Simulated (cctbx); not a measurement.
# Diagnosing a refinement

Cell a = 16.7960 Å, b = 13.9450 Å, c = 11.0010 Å, α = 90.00°, β = 126.24°, γ = 90.00°; space group C2/c (no. 15).

The data are simulated with cctbx, not measured: Mo Kα, λ = 0.71073 Å, to d = 0.75 Å, 80 % of the full sphere, strongest reflection 70000 counts, noise from counting, a 3 % proportional error and a noise floor of 8 counts (s.d.); no absorption, and some extinction, which the refinements don't model.

An anisotropic refinement with weights 1/σ² prints:

```text
Rint 0.022, 2579 unique reflections to 0.75 A
cycle     R1     wR2    GooF  max shift (A)
   1  0.5459  0.8515  33.370   0.03323
   3  0.5107  0.8072  31.635   0.00009
final R1 0.5107 wR2 0.8072 GooF 31.635  parameters 61  data/parameter 42.3
atom        x        y        z      Ueq    occ   su(xyz)  su(Uiso or U11)
Ce1    0.00000  0.21008  0.25000  -0.0108  1.000  0.00047  0.0027  NPD
Zr1    0.20687  0.57062  0.33163  -0.0128  1.000  0.00081  0.0032  NPD
Br1    0.38375  0.55239  0.05487  -0.0086  1.000  0.00085  0.0036  NPD
Br2    0.00000  0.60188  0.25000  -0.0121  1.000  0.00070  0.0048  NPD
Br3    0.25000  0.75000  0.50000  -0.0112  1.000  0.00000  0.0037  NPD
Br4    0.11209  0.70820  0.07315  -0.0088  1.000  0.00091  0.0037  NPD
Br5    0.20969  0.47016  0.10533  -0.0073  1.000  0.00091  0.0040  NPD
Br6    0.88191  0.15080  0.35328  -0.0081  1.000  0.00094  0.0039  NPD
difference map: max 286.50 min -27.34 rms 12.62
Q1    0.1202  0.3794  0.2875    8  299.78  2.94 A from Zr1
Q2    0.0000  0.2109  0.2500    4  282.78  0.01 A from Ce1
Q3    0.2500  0.2500  0.0000    4  177.24  0.00 A from Br3
Q4    0.2114  0.4707  0.1052    8  175.29  0.03 A from Br5
Q5    0.1096  0.2905  0.5724    8  171.63  0.04 A from Br4
Q6    0.1192  0.0537  0.4505    8  170.16  0.05 A from Br1
```

**Question.** Can this result stand? If not, what is the likely fault?

Mend it. The fault: an atom left out, Br at (0.8796, 0.3791, 0.2126). Against the right model at the same level, R1 goes from 0.0099 to 0.5107 and GooF from 0.95 to 31.64, U of Br4 shrinks from 0.0067 to -0.0088 Å², U of Br6 shrinks from 0.0065 to -0.0081 Å², U of Br5 shrinks from 0.0065 to -0.0073 Å², U of Br1 shrinks from 0.0064 to -0.0086 Å², the top difference peak, 299.8 e/Å³, lies 2.94 Å from Zr1 and Ce1, Zr1, Br1, Br2, Br3, Br4, Br5 and Br6 go non-positive-definite. Q1 is the missing atom. With scattering power missing, scale and phases suffer, so peaks may also grow on the heavy atoms.

The compound is CeZr2Br12. The right model at the same level gives:

```text
Rint 0.022, 2579 unique reflections to 0.75 A
cycle     R1     wR2    GooF  max shift (A)
   1  0.0099  0.0245   0.963   0.00008
   2  0.0099  0.0243   0.955   0.00000
final R1 0.0099 wR2 0.0243 GooF 0.955  parameters 70  data/parameter 36.8
atom        x        y        z      Ueq    occ   su(xyz)  su(Uiso or U11)
Ce1    0.00000  0.21070  0.25000   0.0052  1.000  0.00001  0.0001
Zr1    0.20522  0.56901  0.33112   0.0049  1.000  0.00002  0.0001
Br1    0.38199  0.55309  0.05219   0.0064  1.000  0.00002  0.0001
Br2    0.87959  0.37909  0.21257   0.0052  1.000  0.00002  0.0001
Br3    0.00000  0.60280  0.25000   0.0057  1.000  0.00001  0.0001
Br4    0.25000  0.75000  0.50000   0.0049  1.000  0.00000  0.0001
Br5    0.11060  0.70932  0.07249   0.0067  1.000  0.00002  0.0001
Br6    0.21081  0.47019  0.10612   0.0065  1.000  0.00002  0.0001
Br7    0.88041  0.15190  0.35181   0.0065  1.000  0.00002  0.0001
difference map: max 0.46 min -0.56 rms 0.12
Q1    0.1404  0.4219  0.8994    8    0.48  1.65 A from Zr1
Q2    0.0803  0.2265  0.1145    8    0.43  1.17 A from Br7
Q3    0.0586  0.0620  0.9166    8    0.43  1.81 A from Br1
Q4    0.0172  0.2324  0.7193    8    0.42  2.37 A from Br3
Q5    0.9941  0.0222  0.9950    8    0.42  2.35 A from Br1
Q6    0.2349  0.4377  0.2369    8    0.40  1.32 A from Br6
```

Isotropic U is held between 0.0001 and 1 Å² by the program, and listed peak heights are interpolated, so they can pass the grid's maximum.

The model is made up (kin elements in a known structure type, no relaxation), so it says nothing on whether the phase exists.

[Middle refinement cycles are left out of these outputs.]

[Logs are printed without paths, hosts, clocks, repeated set-up lines and the standing remarks that a program may print on its own settings, such as how far it seeks lower states.]
